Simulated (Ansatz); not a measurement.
# H on Pt(111): change of the work function

Aim: the work function of Pt(111) at several coverages of H (fcc site), and the dipole that each adsorbate carries.

Method: plane-wave DFT, PBE, Ansatz PAW, in Ansatz 0.2.0.

## (1) Set-up

The cell holds 4 atoms: 4 Pt. Its edges and angles: a = 2.772 Å, b = 2.772 Å, c = 24.790 Å, α = 90.0°, β = 90.0°, γ = 60.0°. Vacuum lies along c.

## (2) The clean slab

The bare slab comes first, as the zero from which every change is counted. The two lowest layers are held at bulk places and the upper ones relax. The dipole correction removes the false field that a one-sided slab makes across the periodic vacuum, so each face gets a flat vacuum level of its own.

File input.yaml:

```yaml
crystal:
  lattice:
    - [2.7718585823, 0.0, 0.0]
    - [1.3859292911, 2.4004999479, 0.0]
    - [0.0, 0.0, 24.7896391657]
  atoms:
    - { symbol: Pt, position: [0.0, 0.0, 0.3630549013] }
    - { symbol: Pt, position: [0.3333333333, 0.3333333333, 0.4543516338] }
    - { symbol: Pt, position: [0.6666666667, 0.6666666667, 0.5456483662] }
    - { symbol: Pt, position: [0.0, 0.0, 0.6369450987] }
kpoints:
  mp_grid: { grid: [12, 12, 1] }
hamiltonian:
  xc: pbe
scf:
  occupations: { method: fermi_dirac, width: 0.1 }
  convergence: { dr2_threshold: 1.0e-08 }
efield:
  axis: 3
  dipole_correction: true
  ramp_position: 0.97
  ramp_width: 0.06
relax:
  f_tol: 0.02
  max_steps: 60
  constraints: [{ sites: [0, 1] }]
output:
  write_potential: true
  write_density: true
  volumetric_format: npy
```

On the command line:

```
$ ansatz run input.yaml --threads 4 --pin off --max-ram 6144MiB --backend cpu --events-out ev --progress --plain --runs-dir out
```

Numbers of over 12 decimals in the logs are rounded to 6 here.

Output:

```text
Engine: ansatz 0.2.0, aarch64-unknown-linux-gnu
Pseudopotentials: kind: paw
Pseudopotential: Pt, paw, valence charge 18, recommended cutoff 420 eV (normal), Pt.paw.azcp
Functional definition: PBE
  parameter kappa = 0.804
  parameter beta = 0.066725
  exchange = pbe_x(kappa = kappa, mu = beta*pi^2/3)
  correlation = pbe_c(beta = beta)
Crystal: 4 atoms, lattice volume = 164.946 Å³
Basis set: ecut = 420 eV, 3263 PW (Γ), exchange–correlation on 40×40×360 points (8 copies of the dense FFT grid, shifted against one another)
Bands: 44, of which v1, the nominal top of the filled ones, is band 36 counted from 1 (35 counted from 0)
Symmetry: 6 space group operations
k-points: 19 of 144 (time reversal used)
Non-local potential: Pt, projectors of the file, l = 0: 3, l = 1: 2, l = 2: 2, l = 3: 1
PAW form: soft (Blöchl's): semilocal exchange-correlation on the pseudo side does not see the compensation charge
PAW one-centre angular grid: Pt, 590 points (default); XC on 64 Gauss nodes
Initial density: superposition of atomic densities (neutral atoms: chi_scale 0, normalization atom), corrected by the library's trained network
Initial wavefunctions: pseudopotential atomic-orbital guess
Functional: x = pbe(κ = 0.804, μ = 0.219515), c = pbe(β = 0.066725)
SCF iter   1: F=—  HF=-50090.991717 eV  |F-HF|=—  |Δ(HF+E_count)|=         —  Δρ=5.75e-3  dr2=3.09e-1  ethr=1.77e-3  p=-0.000 e·Å  D=-7.16e-15 V/Å  ΔV_dip=0.00 eV  dr2_dipole=3.81e-7  V_vac-E_F(+/−)=5.23/5.23 eV  ⟨swp⟩=8.8  Hψ=3876  notcnv=0  defer=3
efield: sawtooth ramp at fractional position 0.9700 (set: `efield.ramp_position`, or a place that a band, a saddle search or an elastic batch's reference lends), width 0.0600; the density the first Hamiltonian is built on has a dipole p = -0.000 e·Å; the dipole correction subtracts the counter field D = -7.16e-15 V/Å, which shifts the + side's vacuum level by +0.00 eV against the − side's; the planar-averaged density in the ramp window peaks in size at 7.4e-6 e/Å³
preconditioner: auto → LDOS  [metal: Δε(μ)=0.021 eV  Ē_g=7.789 eV  σ=0.100 eV  W_gap=0.05  n_scr=18 (ndim 8)  ℏωp=18.3 eV  f_vac=0.582  D(μ)=6.47/eV (n_scr^D=38)  β→1.0]
SCF iter   2: F=—  HF=-50090.990102 eV  |F-HF|=—  |Δ(HF+E_count)|=   1.61e-3  Δρ=3.29e-3  dr2=3.42e-2  ethr=4.29e-4  p=-0.000 e·Å  D=-9.35e-6 V/Å  ΔV_dip=0.00 eV  dr2_dipole=9.91e-8  V_vac-E_F(+/−)=5.71/5.71 eV  ⟨swp⟩=2.5  Hψ=1067  notcnv=0  defer=17
SCF iter   3: F=—  HF=-50090.987444 eV  |F-HF|=—  |Δ(HF+E_count)|=   2.66e-3  Δρ=1.41e-3  dr2=2.98e-2  ethr=4.75e-5  p=0.000 e·Å  D=7.75e-6 V/Å  ΔV_dip=-0.00 eV  dr2_dipole=2.74e-8  V_vac-E_F(+/−)=5.60/5.60 eV  ⟨swp⟩=2.6  Hψ=1528  notcnv=0  defer=17
SCF iter   4: F=—  HF=-50090.985222 eV  |F-HF|=—  |Δ(HF+E_count)|=   2.22e-3  Δρ=6.04e-4  dr2=1.66e-3  ethr=4.14e-5  p=-0.000 e·Å  D=-5.42e-7 V/Å  ΔV_dip=0.00 eV  dr2_dipole=9.16e-11  V_vac-E_F(+/−)=5.69/5.69 eV  ⟨swp⟩=2.1  Hψ=1183  notcnv=0  defer=17
SCF iter   5: F=—  HF=-50090.985125 eV  |F-HF|=—  |Δ(HF+E_count)|=   9.70e-5  Δρ=2.71e-4  dr2=8.45e-5  ethr=2.30e-6  p=-0.000 e·Å  D=-3.90e-7 V/Å  ΔV_dip=0.00 eV  dr2_dipole=9.10e-10  V_vac-E_F(+/−)=5.68/5.68 eV  ⟨swp⟩=2.7  Hψ=1289  notcnv=0  defer=17
SCF iter   6: F=—  HF=-50090.985171 eV  |F-HF|=—  |Δ(HF+E_count)|=   4.56e-5  Δρ=4.16e-5  dr2=6.87e-6  ethr=1.17e-7  p=-0.000 e·Å  D=-3.58e-7 V/Å  ΔV_dip=0.00 eV  dr2_dipole=4.46e-10  V_vac-E_F(+/−)=5.66/5.66 eV  ⟨swp⟩=2.3  Hψ=1289  notcnv=0  defer=17
SCF iter   7: F=—  HF=-50090.985173 eV  |F-HF|=—  |Δ(HF+E_count)|=   1.85e-6  Δρ=1.19e-5  dr2=1.38e-7  ethr=9.54e-9  p=-0.000 e·Å  D=-5.42e-8 V/Å  ΔV_dip=0.00 eV  dr2_dipole=9.52e-11  V_vac-E_F(+/−)=5.66/5.66 eV  ⟨swp⟩=2.1  Hψ=1237  notcnv=0  defer=15
SCF iter   8: F=-50090.985173 eV  HF=-50090.985173 eV  |F-HF|=5.49e-8  |Δ(HF+E_count)|=   2.85e-7  Δρ=3.95e-6  dr2=8.81e-9  ethr=1.39e-11  p=-0.000 e·Å  D=-3.69e-9 V/Å  ΔV_dip=0.00 eV  dr2_dipole=1.60e-11  V_vac-E_F(+/−)=5.66/5.66 eV  ⟨swp⟩=8.6  Hψ=6861  notcnv=0
SCF 1 converged in 8 iterations: F = -50090.985173 eV  dr2 = 8.81e-9
  greatest PAW one-centre occupation: 1.000 electrons in one spin orbital (limit 2), on the Pt atom at site 2 (counted from 0), in its partial waves of l = 0
relax step   1: F+E_penalty+E_count = -50090.98517332 eV  Δ(F+E_penalty+E_count) = +0.000e0 eV  max|allowed force component| = 4.882e-1 eV/Å  Δτ_max = 0.0000 Å  (8 SCF iters, accepted)
Initial density: handed on by an earlier stage of this run
Initial wavefunctions: those handed on with the density
iter 1 solved again at ethr=6.41e-4 eV; its pass at ethr=3.10e-3 eV (dr2=4.62e-1 eV) is discarded
SCF iter   1: F=—  HF=-50091.029097 eV  |F-HF|=—  |Δ(HF+E_count)|=         —  Δρ=1.16e-2  dr2=4.80e-1  ethr=6.41e-4  p=0.000 e·Å  D=2.66e-7 V/Å  ΔV_dip=-0.00 eV  dr2_dipole=1.45e-1  V_vac-E_F(+/−)=5.71/5.71 eV  ⟨swp⟩=1.3  Hψ=3370  notcnv=0  defer=8
efield: sawtooth ramp at fractional position 0.9700 (set: `efield.ramp_position`, or a place that a band, a saddle search or an elastic batch's reference lends), width 0.0600; the density the first Hamiltonian is built on has a dipole p = 0.000 e·Å; the dipole correction subtracts the counter field D = 2.66e-7 V/Å, which shifts the + side's vacuum level by -0.00 eV against the − side's; the planar-averaged density in the ramp window peaks in size at 3.0e-6 e/Å³
preconditioner: auto → LDOS  [metal: Δε(μ)=0.019 eV  Ē_g=7.721 eV  σ=0.100 eV  W_gap=0.05  n_scr=18 (ndim 8)  ℏωp=18.3 eV  f_vac=0.575  D(μ)=6.64/eV (n_scr^D=50)  β→1.0]
SCF iter   2: F=—  HF=-50091.023852 eV  |F-HF|=—  |Δ(HF+E_count)|=   5.24e-3  Δρ=5.67e-3  dr2=1.45e-1  ethr=6.41e-4  p=0.004 e·Å  D=4.87e-3 V/Å  ΔV_dip=-0.12 eV  dr2_dipole=2.41e-2  V_vac-E_F(+/−)=5.55/5.67 eV  ⟨swp⟩=2.2  Hψ=1413  notcnv=0  defer=8
SCF iter   3: F=—  HF=-50091.004026 eV  |F-HF|=—  |Δ(HF+E_count)|=   1.98e-2  Δρ=2.86e-3  dr2=4.20e-2  ethr=2.02e-4  p=-0.007 e·Å  D=-7.20e-3 V/Å  ΔV_dip=0.18 eV  dr2_dipole=8.42e-5  V_vac-E_F(+/−)=5.86/5.68 eV  ⟨swp⟩=2.5  Hψ=1442  notcnv=0  defer=8
SCF iter   4: F=—  HF=-50090.997103 eV  |F-HF|=—  |Δ(HF+E_count)|=   6.92e-3  Δρ=9.64e-4  dr2=2.01e-3  ethr=5.84e-5  p=-0.003 e·Å  D=-3.38e-3 V/Å  ΔV_dip=0.08 eV  dr2_dipole=4.64e-5  V_vac-E_F(+/−)=5.76/5.68 eV  ⟨swp⟩=2.2  Hψ=1278  notcnv=0  defer=9
SCF iter   5: F=—  HF=-50090.996566 eV  |F-HF|=—  |Δ(HF+E_count)|=   5.37e-4  Δρ=2.91e-4  dr2=3.62e-4  ethr=2.79e-6  p=-0.003 e·Å  D=-2.80e-3 V/Å  ΔV_dip=0.07 eV  dr2_dipole=2.93e-5  V_vac-E_F(+/−)=5.74/5.68 eV  ⟨swp⟩=2.4  Hψ=1502  notcnv=0  defer=14
[...]
SCF iter   5: F=—  HF=-50091.007567 eV  |F-HF|=—  |Δ(HF+E_count)|=   1.08e-4  Δρ=1.80e-4  dr2=2.14e-4  ethr=1.16e-6  p=-0.001 e·Å  D=-7.97e-4 V/Å  ΔV_dip=0.02 eV  dr2_dipole=3.83e-6  V_vac-E_F(+/−)=5.69/5.67 eV  ⟨swp⟩=3.1  Hψ=1402  notcnv=0  defer=18
SCF iter   6: F=—  HF=-50091.007565 eV  |F-HF|=—  |Δ(HF+E_count)|=   1.81e-6  Δρ=9.20e-5  dr2=5.87e-5  ethr=2.97e-7  p=-0.001 e·Å  D=-1.00e-3 V/Å  ΔV_dip=0.02 eV  dr2_dipole=6.27e-8  V_vac-E_F(+/−)=5.70/5.67 eV  ⟨swp⟩=1.1  Hψ=836  notcnv=0  defer=18
SCF iter   7: F=—  HF=-50091.007553 eV  |F-HF|=—  |Δ(HF+E_count)|=   1.18e-5  Δρ=3.49e-5  dr2=1.06e-5  ethr=8.15e-8  p=-0.001 e·Å  D=-1.10e-3 V/Å  ΔV_dip=0.03 eV  dr2_dipole=8.90e-8  V_vac-E_F(+/−)=5.70/5.67 eV  ⟨swp⟩=1.2  Hψ=849  notcnv=0  defer=18
SCF iter   8: F=—  HF=-50091.007547 eV  |F-HF|=—  |Δ(HF+E_count)|=   6.41e-6  Δρ=1.21e-5  dr2=9.31e-7  ethr=1.47e-8  p=-0.001 e·Å  D=-1.07e-3 V/Å  ΔV_dip=0.03 eV  dr2_dipole=4.31e-9  V_vac-E_F(+/−)=5.70/5.67 eV  ⟨swp⟩=1.3  Hψ=862  notcnv=0  defer=18
SCF iter   9: F=—  HF=-50091.007565 eV  |F-HF|=—  |Δ(HF+E_count)|=   1.86e-5  Δρ=4.45e-6  dr2=4.79e-8  ethr=1.29e-9  p=-0.001 e·Å  D=-1.05e-3 V/Å  ΔV_dip=0.03 eV  dr2_dipole=1.77e-11  V_vac-E_F(+/−)=5.70/5.67 eV  ⟨swp⟩=2.0  Hψ=1206  notcnv=0  defer=17
SCF iter  10: F=-50091.007565 eV  HF=-50091.007565 eV  |F-HF|=8.49e-9  |Δ(HF+E_count)|=   3.09e-8  Δρ=1.25e-6  dr2=6.34e-9  ethr=1.39e-11  p=-0.001 e·Å  D=-1.05e-3 V/Å  ΔV_dip=0.03 eV  dr2_dipole=6.37e-10  V_vac-E_F(+/−)=5.70/5.67 eV  ⟨swp⟩=10.8  Hψ=6133  notcnv=0
SCF 3 converged in 10 iterations: F = -50091.007565 eV  dr2 = 6.34e-9
relax step   3: F+E_penalty+E_count = -50091.00756550 eV  Δ(F+E_penalty+E_count) = -1.103e-2 eV  max|allowed force component| = 7.115e-2 eV/Å  Δτ_max = 0.0918 Å  (10 SCF iters, accepted)
SCF iter   1: F=—  HF=-50091.008192 eV  |F-HF|=—  |Δ(HF+E_count)|=         —  Δρ=8.74e-4  dr2=5.06e-3  ethr=8.17e-5  p=-0.001 e·Å  D=-1.05e-3 V/Å  ΔV_dip=0.03 eV  dr2_dipole=1.69e-3  V_vac-E_F(+/−)=5.70/5.68 eV  ⟨swp⟩=2.1  Hψ=1462  notcnv=0  defer=18
efield: sawtooth ramp at fractional position 0.9700 (set: `efield.ramp_position`, or a place that a band, a saddle search or an elastic batch's reference lends), width 0.0600; the density the first Hamiltonian is built on has a dipole p = -0.001 e·Å; the dipole correction subtracts the counter field D = -1.05e-3 V/Å, which shifts the + side's vacuum level by +0.03 eV against the − side's; the planar-averaged density in the ramp window peaks in size at 2.0e-6 e/Å³
preconditioner: auto → LDOS  [metal: Δε(μ)=0.023 eV  Ē_g=7.759 eV  σ=0.100 eV  W_gap=0.06  n_scr=18 (ndim 8)  ℏωp=18.3 eV  f_vac=0.578  D(μ)=6.69/eV (n_scr^D=50)  β→1.0]
SCF iter   2: F=—  HF=-50091.008116 eV  |F-HF|=—  |Δ(HF+E_count)|=   7.63e-5  Δρ=3.88e-4  dr2=1.13e-3  ethr=7.03e-6  p=-0.001 e·Å  D=-6.34e-4 V/Å  ΔV_dip=0.02 eV  dr2_dipole=3.13e-4  V_vac-E_F(+/−)=5.69/5.67 eV  ⟨swp⟩=2.1  Hψ=1263  notcnv=0  defer=18
SCF iter   3: F=—  HF=-50091.008027 eV  |F-HF|=—  |Δ(HF+E_count)|=   8.81e-5  Δρ=2.54e-4  dr2=3.19e-4  ethr=1.57e-6  p=-0.002 e·Å  D=-1.78e-3 V/Å  ΔV_dip=0.04 eV  dr2_dipole=1.14e-6  V_vac-E_F(+/−)=5.72/5.67 eV  ⟨swp⟩=2.1  Hψ=1334  notcnv=0  defer=18
SCF iter   4: F=—  HF=-50091.007979 eV  |F-HF|=—  |Δ(HF+E_count)|=   4.87e-5  Δρ=5.52e-5  dr2=1.73e-5  ethr=4.43e-7  p=-0.001 e·Å  D=-1.25e-3 V/Å  ΔV_dip=0.03 eV  dr2_dipole=8.32e-7  V_vac-E_F(+/−)=5.70/5.67 eV  ⟨swp⟩=2.6  Hψ=1384  notcnv=0  defer=18
SCF iter   5: F=—  HF=-50091.007980 eV  |F-HF|=—  |Δ(HF+E_count)|=   1.25e-6  Δρ=2.60e-5  dr2=4.55e-6  ethr=2.40e-8  p=-0.001 e·Å  D=-1.28e-3 V/Å  ΔV_dip=0.03 eV  dr2_dipole=1.21e-7  V_vac-E_F(+/−)=5.70/5.67 eV  ⟨swp⟩=2.7  Hψ=1356  notcnv=0  defer=18
SCF iter   6: F=—  HF=-50091.007983 eV  |F-HF|=—  |Δ(HF+E_count)|=   2.75e-6  Δρ=1.36e-5  dr2=1.32e-6  ethr=6.32e-9  p=-0.001 e·Å  D=-1.27e-3 V/Å  ΔV_dip=0.03 eV  dr2_dipole=2.79e-9  V_vac-E_F(+/−)=5.70/5.67 eV  ⟨swp⟩=1.2  Hψ=826  notcnv=0  defer=18
SCF iter   7: F=—  HF=-50091.007983 eV  |F-HF|=—  |Δ(HF+E_count)|=   1.03e-7  Δρ=5.23e-6  dr2=2.30e-7  ethr=1.84e-9  p=-0.001 e·Å  D=-1.26e-3 V/Å  ΔV_dip=0.03 eV  dr2_dipole=3.75e-9  V_vac-E_F(+/−)=5.70/5.67 eV  ⟨swp⟩=1.2  Hψ=830  notcnv=0  defer=18
SCF iter   8: F=—  HF=-50091.007983 eV  |F-HF|=—  |Δ(HF+E_count)|=   2.13e-8  Δρ=1.98e-6  dr2=1.77e-8  ethr=3.19e-10  p=-0.001 e·Å  D=-1.27e-3 V/Å  ΔV_dip=0.03 eV  dr2_dipole=2.49e-10  V_vac-E_F(+/−)=5.70/5.67 eV  ⟨swp⟩=1.3  Hψ=909  notcnv=0  defer=18
SCF iter   9: F=-50091.007983 eV  HF=-50091.007983 eV  |F-HF|=3.28e-9  |Δ(HF+E_count)|=   1.65e-8  Δρ=5.76e-7  dr2=7.83e-10  ethr=1.39e-11  p=-0.001 e·Å  D=-1.27e-3 V/Å  ΔV_dip=0.03 eV  dr2_dipole=4.15e-12  V_vac-E_F(+/−)=5.70/5.67 eV  ⟨swp⟩=9.9  Hψ=5738  notcnv=0
SCF 4 converged in 9 iterations: F = -50091.007983 eV  dr2 = 7.83e-10
relax step   4: F+E_penalty+E_count = -50091.00798290 eV  Δ(F+E_penalty+E_count) = -4.174e-4 eV  max|allowed force component| = 3.487e-4 eV/Å  Δτ_max = 0.0131 Å  (9 SCF iters, accepted)
NSCF: frozen V_eff on 19 k-points
the band table was solved once a step of the walk had ended and its energy, with any forces and stress, was formed, with the checks that follow a solve (4584 applications of the Hamiltonian). They found nothing against the state; the energy, forces and stress were not computed again (output.eigenvalues in the input reference)
SCF converged after 9 iterations
Free energy (F): -50091.007983 eV
Harris-Foulkes:  -50091.007983 eV  (|F-HF|=3.28e-9)
Internal energy: -50090.790083 eV  (E = F + TS)
E sigma→0 (E₀):  -50090.899033 eV
Entropy (-TS):   -0.217900 eV (-54.475 meV/atom)
Fermi energy:    4.900471 eV
Dipole field:    D = -0.001269 V/Å  (p = -0.001156 e·Å, saw-weighted, corrected)
Work function:   Φ+ = 5.7030 eV   Φ− = 5.6716 eV
Levels:          The Fermi level and band energies are counted from a zero that moves with the ramp; work functions are not
--- Per-component energies (eV) ---
  E_band       = -1818.910560
  E_kinetic    = 2546.761399
  E_local      = -123966.042925  (includes V_loc(G=0)·N_el)
  E_nonlocal   = 800.189997
  E_hartree    = 60581.101335
  E_xc         = -1044.614578
  E_vxc        = -1207.827318  (∫ρ·V_xc dr)
  E_paw        = -37816.082999  (= ΣΔE_a)
  E_vpaw       = -1154.195293  (= ΣTr[D̂ρ^β])
  E_aug_tail   = 0.000812  (compensation charges beyond the density's cutoff)
  E_efield     = 0.000001  (sawtooth field / dipole correction)
  E_vefield    = 0.003642  (∫n·V_field dr)
  E_ewald      = 48807.896875
  E_smearing   = -0.217900  (= −TS)
  E_closure    = -0.000000  (closes the sum)
  Σ components = -50091.007983   (vs F -50091.007983, Δ=0.00e0)
--- Forces (eV/Å), atoms counted from 1 ---
  atom   1  Pt    -0.00000000    -0.00000000    -0.48014120
  atom   2  Pt     0.00000000    -0.00000000     0.47992532
  atom   3  Pt    -0.00000000    -0.00000000     0.00034872
  atom   4  Pt     0.00000000     0.00000000    -0.00014185
  max |Σ_I F_I| component: 9.01e-6 eV/Å
--- Band table (eV; the first three rows and the last of 19) ---
  k-point 0: bands = [... 32 lower, 3.3721, 3.7295, 3.7295, 4.4538, 4.4538, 4.4677, 4.8736, 4.8736, ... 4 higher]
  k-point 1: bands = [... 32 lower, 3.2564, 3.5694, 3.7370, 3.8498, 4.2372, 4.4477, 4.8839, 5.4119, ... 4 higher]
  k-point 2: bands = [... 32 lower, 3.0456, 3.1540, 3.4980, 3.7132, 4.4250, 4.6025, 4.9064, 6.3631, ... 4 higher]
  k-point 18: bands = [... 32 lower, 4.2535, 4.5924, 4.6084, 4.6216, 9.8513, 9.8824, 9.8903, 10.6257, ... 4 higher]
--- Relaxed structure (4 steps of the walk, 4 accepted, 0 SCFs on fresh bases) ---
  F+E_penalty+E_count = -50091.00798290 eV   max|allowed force component| = 3.487e-4 eV/Å
  atoms:
    - { symbol: Pt, position: [0.0, 0.0, 0.363055] }
    - { symbol: Pt, position: [0.333333, 0.333333, 0.454352] }
    - { symbol: Pt, position: [0.666667, 0.666667, 0.547405] }
    - { symbol: Pt, position: [1.786073762132227e-18, -8.930368810661091e-19, 0.641619] }
```

Wall time 29 s (4 threads of Arm Neoverse N1, shared host); peak memory 0.49 GiB.

Relaxation path:

```
step  energy less that of the first step (eV)  largest force component (eV/Å)
   1                                   0.0000                          0.4882
   2                                  -0.0114                          0.3306
   3                                  -0.0224                          0.0711
   4                                  -0.0228                          0.0003
```

The run keeps the 6 symmetry operations that it works with, so distortions that break them were not tested.

The atoms that moved most (Å):

```csv
atom,dx,dy,dz,length
Pt4,0.000,0.000,0.116,0.116
Pt3,0.000,0.000,0.044,0.044
```

Final coordinates:

```xyz
4
Lattice="2.7719 0.0000 0.0000 1.3859 2.4005 0.0000 0.0000 0.0000 24.7896" Properties=species:S:1:pos:R:3
Pt    0.0000    0.0000    9.0000
Pt    1.3859    0.8002   11.2632
Pt    2.7719    1.6003   13.5700
Pt    0.0000    0.0000   15.9055
```

Numbers from this step:

| Quantity | Value |
| --- | --- |
| energy at zero smearing | -50090.8990 eV |
| work function, upper face | 5.703 eV |
| work function, lower face | 5.672 eV |
| dipole along the normal | -0.001156 e·Å |
| step between the vacuum levels | 0.03145 eV |

Running mean over 2.263 Å of the planar mean; the ramp of the sawtooth is left out. Table of electron's electrostatic potential energy less the Fermi level by z:

```
z (Å)  electron's electrostatic potential energy less the Fermi level (eV)
    4                                                                 5.67
    5                                                                 5.67
    6                                                                 5.61
    7                                                                 4.60
    8                                                                -4.97
    9                                                                -11.6
   10                                                                -12.1
   11                                                                -12.2
   12                                                                -11.8
   13                                                                -11.9
   14                                                                -11.8
   15                                                                -11.2
   16                                                                -11.3
   17                                                                -3.69
   18                                                                 4.90
   19                                                                 5.66
   20                                                                 5.70
   21                                                                 5.70
```

The relaxation took 4 steps and lowered the energy by 0.023 eV; the largest force on the free atoms ends at 3.5e-4 eV/Å.

The work function of the upper face is 5.70 eV.

(Continued in part 2 of 3.)

[Logs are printed without paths, hosts, clocks, repeated set-up lines and the standing remarks that a program may print on its own settings, such as how far it seeks lower states.]

[Hosts, paths, dates, database ids (printed as entryN), source tags and the programs' standing remarks are cut or masked in the printed files.]

[Maps of the electrostatic potential energy from Ansatz leave out the sawtooth potential of an applied field or a dipole correction, so their vacuum need not be flat; planar profiles and work functions include it.]
